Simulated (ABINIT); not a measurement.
# BAs (F-43m): G0W0 in ABINIT against the wavefunction cutoff in GW

Wanted: the cheapest wavefunction cutoff in GW that holds the gap of BAs (F-43m).

Calculated with ABINIT 10.8.3; LDA and many-body steps on it, plane waves.

Report form: the programs' logs are mostly left out.

## Step 1: Set-up

It takes space group F-43m (No. 216, cubic). The conventional cell has a = 4.777 Å, b = 4.777 Å, c = 4.777 Å, α = 90.00°, β = 90.00°, γ = 90.00°. Nearest to B lie 4 As at 2.07 Å. As has 4 B at 2.07 Å nearest. Farther neighbours are not listed.

The cell and positions come from the Crystallography Open Database and are kept as given unless a step says otherwise.

## Step 2: Screening, 4×4×4 mesh, 29 bands, screening to 130.6 eV

This step: ABINIT 10.8.3; RPA screening on LDA, plane waves, norm-conserving pseudopotentials.

The RPA dielectric matrix is built and inverted for each q.

run.abi

```
acell 3*1.0 Angstrom
rprim 
  -0.000000000000 2.388500000000 2.388500000000
  2.388500000000 -0.000000000000 2.388500000000
  2.388500000000 2.388500000000 -0.000000000000
ntypat 2
znucl 5 33
natom 2
typat 1 2
xred 
  0.000000000000 0.000000000000 0.000000000000
  0.250000000000 0.250000000000 0.250000000000
pp_dirpath "pseudos"
pseudos "B.upf, As.upf"
ecut 34
ngkpt 4 4 4
nshiftk 1
shiftk 0 0 0
kptopt 1
chksymbreak 0
istwfk *1
occopt 1
irdwfk 1
optdriver 3
nband 29
ecuteps 4.8
inclvkb 2
awtr 1
symchi 1
ecutwfn 10.2
indata_prefix "in"
outdata_prefix "out"
tmpdata_prefix "tmp"
```

Command:

```sh
$ OMP_NUM_THREADS=1 mpirun -n 4 abinit run.abi > log
```

Run time: 2.6 s. Hardware: 4 MPI ranks of Arm Neoverse V1, shared host; peak memory 0.07 GiB; 10 s of CPU time.

This step gave:

- ε∞ with local fields, on this mesh, along the program's q direction: 14.10
- the same without local fields: 15.48
- plasma frequency: 28.13 eV
- plane waves in the screening matrix: 89

Local fields lower ε∞ by 9 %. On a Γ-centred mesh this coarse the value itself is usually too large, while a short band sum pulls it down.

## Step 3: 10.2 Ha

This step: G0W0 on LDA, plane waves, norm-conserving pseudopotentials.

run.abi: that of step 2 with these lines changed.

```diff
@@ -23,8 +23,17 @@
 irdwfk 1
-optdriver 3
+optdriver 4
 nband 29
+gwcalctyp 0
+ecutsigx 10.2
+symsigma 1
+nkptgw 2
+kptgw 
+  0.0000000000 0.0000000000 0.0000000000
+  0.5000000000 0.5000000000 0.0000000000
+bdgw 
+  7 12
+  8 11
 ecuteps 4.8
-inclvkb 2
-awtr 1
-symchi 1
+irdscr 1
+ppmodel 1
 ecutwfn 10.2
```

Elapsed: 2.3 s, on 4 MPI ranks; peak memory 0.07 GiB.

Numbers from this step:

| Property | Result |
| --- | --- |
| G0W0 gap on the points computed | 2.135 eV |
| starting gap on the mesh | 1.351 eV |
| k of the valence top | 0, 0, 0 |
| k of the conduction bottom | 0.5, 0.5, 0 |
| Z at the valence top | 0.81 |
| Z at the conduction bottom | 0.82 |
| least direct G0W0 gap on the computed points | 4.114 eV |

## Step 4: Screening, 4×4×4 mesh, 29 bands, screening to 130.6 eV

This step: RPA screening on LDA, plane waves, norm-conserving pseudopotentials.

run.abi: that of step 3 with these lines changed.

```diff
@@ -23,18 +23,9 @@
 irdwfk 1
-optdriver 4
+optdriver 3
 nband 29
-gwcalctyp 0
-ecutsigx 10.2
-symsigma 1
-nkptgw 2
-kptgw 
-  0.0000000000 0.0000000000 0.0000000000
-  0.5000000000 0.5000000000 0.0000000000
-bdgw 
-  7 12
-  8 11
 ecuteps 4.8
-irdscr 1
-ppmodel 1
-ecutwfn 10.2
+inclvkb 2
+awtr 1
+symchi 1
+ecutwfn 17
 indata_prefix "in"
```

Run time: 3.1 s. Hardware: 4 MPI ranks; peak memory 0.27 GiB; 12 s of CPU time.

Numbers from this step:

| Property | Result |
| --- | --- |
| ε∞ with local fields, on this mesh, along the program's q direction | 14.43 |
| the same without local fields | 15.86 |
| plasma frequency | 29.86 eV |
| plane waves in the screening matrix | 89 |

## Step 5: 17 Ha

The self-energy is evaluated for the states that the input lists, and the levels follow from it, in one-shot runs by the linearised quasiparticle equation.

This step: G0W0 on LDA, plane waves, norm-conserving pseudopotentials.

run.abi: that of step 4 with these lines changed.

```diff
@@ -23,8 +23,17 @@
 irdwfk 1
-optdriver 3
+optdriver 4
 nband 29
+gwcalctyp 0
+ecutsigx 17
+symsigma 1
+nkptgw 2
+kptgw 
+  0.0000000000 0.0000000000 0.0000000000
+  0.5000000000 0.5000000000 0.0000000000
+bdgw 
+  7 12
+  8 11
 ecuteps 4.8
-inclvkb 2
-awtr 1
-symchi 1
+irdscr 1
+ppmodel 1
 ecutwfn 17
```

Elapsed: 2.4 s, on 4 MPI ranks; peak memory 0.08 GiB.

This step gave:

```yaml
g0w0_gap_on_the_points_computed: 2.241 eV
starting_gap_on_the_mesh: 1.351 eV
k_of_the_valence_top: 0, 0, 0
k_of_the_conduction_bottom: 0.5, 0.5, 0
z_at_the_valence_top: 0.808
z_at_the_conduction_bottom: 0.819
least_direct_g0w0_gap_on_the_computed_points: 4.117 eV
```

The gap on the mesh goes from 1.35 eV to 2.24 eV, a correction of +0.89 eV.

## Step 6: Screening, 4×4×4 mesh, 29 bands, screening to 130.6 eV

This step: RPA screening on LDA, plane waves, norm-conserving pseudopotentials.

run.abi: that of step 5 with these lines changed.

```diff
@@ -23,18 +23,9 @@
 irdwfk 1
-optdriver 4
+optdriver 3
 nband 29
-gwcalctyp 0
-ecutsigx 17
-symsigma 1
-nkptgw 2
-kptgw 
-  0.0000000000 0.0000000000 0.0000000000
-  0.5000000000 0.5000000000 0.0000000000
-bdgw 
-  7 12
-  8 11
 ecuteps 4.8
-irdscr 1
-ppmodel 1
-ecutwfn 17
+inclvkb 2
+awtr 1
+symchi 1
+ecutwfn 25.5
 indata_prefix "in"
```

Elapsed: 4.2 s, on 4 MPI ranks; peak memory 0.35 GiB.

This step gave:

```
ε∞ with local fields, on this mesh, along the program's q direction : 14.16
the same without local fields                                       : 15.55
plasma frequency                                                    : 30.16 eV
plane waves in the screening matrix                                 : 89
```

## Step 7: 25.5 Ha

This step: G0W0 on LDA, plane waves, norm-conserving pseudopotentials.

run.abi: that of step 6 with these lines changed.

```diff
@@ -23,8 +23,17 @@
 irdwfk 1
-optdriver 3
+optdriver 4
 nband 29
+gwcalctyp 0
+ecutsigx 25.5
+symsigma 1
+nkptgw 2
+kptgw 
+  0.0000000000 0.0000000000 0.0000000000
+  0.5000000000 0.5000000000 0.0000000000
+bdgw 
+  7 12
+  8 11
 ecuteps 4.8
-inclvkb 2
-awtr 1
-symchi 1
+irdscr 1
+ppmodel 1
 ecutwfn 25.5
```

Run time: 2.7 s. Hardware: 4 MPI ranks; peak memory 0.09 GiB; 10 s of CPU time.

Numbers from this step:

```
G0W0 gap on the points computed              : 2.257 eV
starting gap on the mesh                     : 1.351 eV
k of the valence top                         : 0, 0, 0
k of the conduction bottom                   : 0.5, 0.5, 0
least direct G0W0 gap on the computed points : 4.118 eV
```

Against the run before, the gap moves by +0.016 eV.

## Step 8: Screening, 4×4×4 mesh, 29 bands, screening to 130.6 eV

This step: RPA screening on LDA, plane waves, norm-conserving pseudopotentials.

run.abi: that of step 7 with these lines changed.

```diff
@@ -23,18 +23,8 @@
 irdwfk 1
-optdriver 4
+optdriver 3
 nband 29
-gwcalctyp 0
-ecutsigx 25.5
-symsigma 1
-nkptgw 2
-kptgw 
-  0.0000000000 0.0000000000 0.0000000000
-  0.5000000000 0.5000000000 0.0000000000
-bdgw 
-  7 12
-  8 11
 ecuteps 4.8
-irdscr 1
-ppmodel 1
-ecutwfn 25.5
+inclvkb 2
+awtr 1
+symchi 1
 indata_prefix "in"
```

Run time: 4.5 s. Hardware: 4 MPI ranks; peak memory 0.37 GiB.

This step gave:

```yaml
eps_infinity_with_local_fields_on_this_mesh_along_the_program_s_q_direction: 14.08
the_same_without_local_fields: 15.46
plasma_frequency: 30.18 eV
plane_waves_in_the_screening_matrix: 89
```

## Step 9: 34 Ha

This step: G0W0 on LDA, plane waves, norm-conserving pseudopotentials.

run.abi: that of step 8 with these lines changed.

```diff
@@ -23,8 +23,17 @@
 irdwfk 1
-optdriver 3
+optdriver 4
 nband 29
+gwcalctyp 0
+ecutsigx 34
+symsigma 1
+nkptgw 2
+kptgw 
+  0.0000000000 0.0000000000 0.0000000000
+  0.5000000000 0.5000000000 0.0000000000
+bdgw 
+  7 12
+  8 11
 ecuteps 4.8
-inclvkb 2
-awtr 1
-symchi 1
+irdscr 1
+ppmodel 1
 indata_prefix "in"
```

Run time: 2.9 s. Hardware: 4 MPI ranks; peak memory 0.12 GiB; 11 s of CPU time.

Numbers from this step:

```
G0W0 gap on the points computed              : 2.255 eV
starting gap on the mesh                     : 1.351 eV
k of the valence top                         : 0, 0, 0
k of the conduction bottom                   : 0.5, 0.5, 0
least direct G0W0 gap on the computed points : 4.120 eV
```

Against the run before, the gap moves by −0.002 eV.

## Step 10: Side by side

Times are wall times on 4 MPI ranks of Arm Neoverse V1, shared host, good to a factor of about two. A run's time includes the screening step that it read.

| run | mesh | bands | screening cutoff (eV) | DFT gap (eV) | gap on the mesh (eV) | direct (eV) | ε∞ used | time |
| --- | --- | --- | --- | --- | --- | --- | --- | --- |
| 10.2 Ha | 4×4×4 | 29 | 130.6 | 1.351 | 2.135 | 4.114 | 14.10 | 4.9 s |
| 17 Ha | 4×4×4 | 29 | 130.6 | 1.351 | 2.241 | 4.117 | 14.43 | 5.6 s |
| 25.5 Ha | 4×4×4 | 29 | 130.6 | 1.351 | 2.257 | 4.118 | 14.16 | 6.9 s |
| 34 Ha | 4×4×4 | 29 | 130.6 | 1.351 | 2.255 | 4.120 | 14.08 | 7.3 s |

## Step 11: Outcome

| Quantity | Value |
| --- | --- |
| 10.2 Ha | 2.135 eV |
| 17 Ha | 2.241 eV |
| 25.5 Ha | 2.257 eV |
| 34 Ha | 2.255 eV |
| known limits | not at the basis limit; exchange with frozen shells missing; no spin-orbit coupling; coarse k mesh |

What this shows: The setting moved: wavefunction cutoff in GW. From 10.2 Ha to 34 Ha the gap moves by +0.12 eV. It holds to 0.03 eV from 17 Ha on. Bands and screening cutoff are coupled, so a series along one setting does not show full convergence. The exchange cutoff follows the wavefunction cutoff here. Bands and cutoff are finite, so the gap is not at the basis limit. The miss can reach some tenths of an eV and take either sign; the mesh is an error of its own. In the first G0W0 run levels were corrected at 2 k points alone, so a gap called «on the mesh» is the least over those, and an edge elsewhere would be missed. The 4×4×4 mesh is coarse for this cell, which bears on the long-range parts of exchange and screening. The norm-conserving file of at least one element keeps a d shell over frozen s and p shells of the same row. Exchange with those shells is missing from the self-energy, an error of 0.3 to 0.9 eV in cases checked, whose sign depends on which edge lies on those atoms. The many-body steps are scalar-relativistic: spin-orbit coupling is not in them.

[Paths, hosts, dates, memory and timing lines, banners, echoed tables and standing remarks are left out of the program output.]

[Logs are printed without paths, hosts, clocks, repeated set-up lines and the standing remarks that a program may print on its own settings, such as how far it seeks lower states.]

[Runs of the session that timed out or met a known fault of the program may be left out.]

[No measured gap is set beside runs whose start may be inverted or whose files or cutoffs have a known fault.]

[Hosts, paths, dates, database ids (printed as entryN), source tags and the programs' standing remarks are cut or masked in the printed files.]

[G0W0 gaps are taken among the corrected bands and points alone; a level outside them can change the order at an edge.]

[Where Ansatz stands beside ABINIT at settings called matched, ABINIT's density can come from a denser mesh and the files from another edition; pairs whose starting gaps differed by over 0.03 eV were left out, so agreement reads better than it is.]
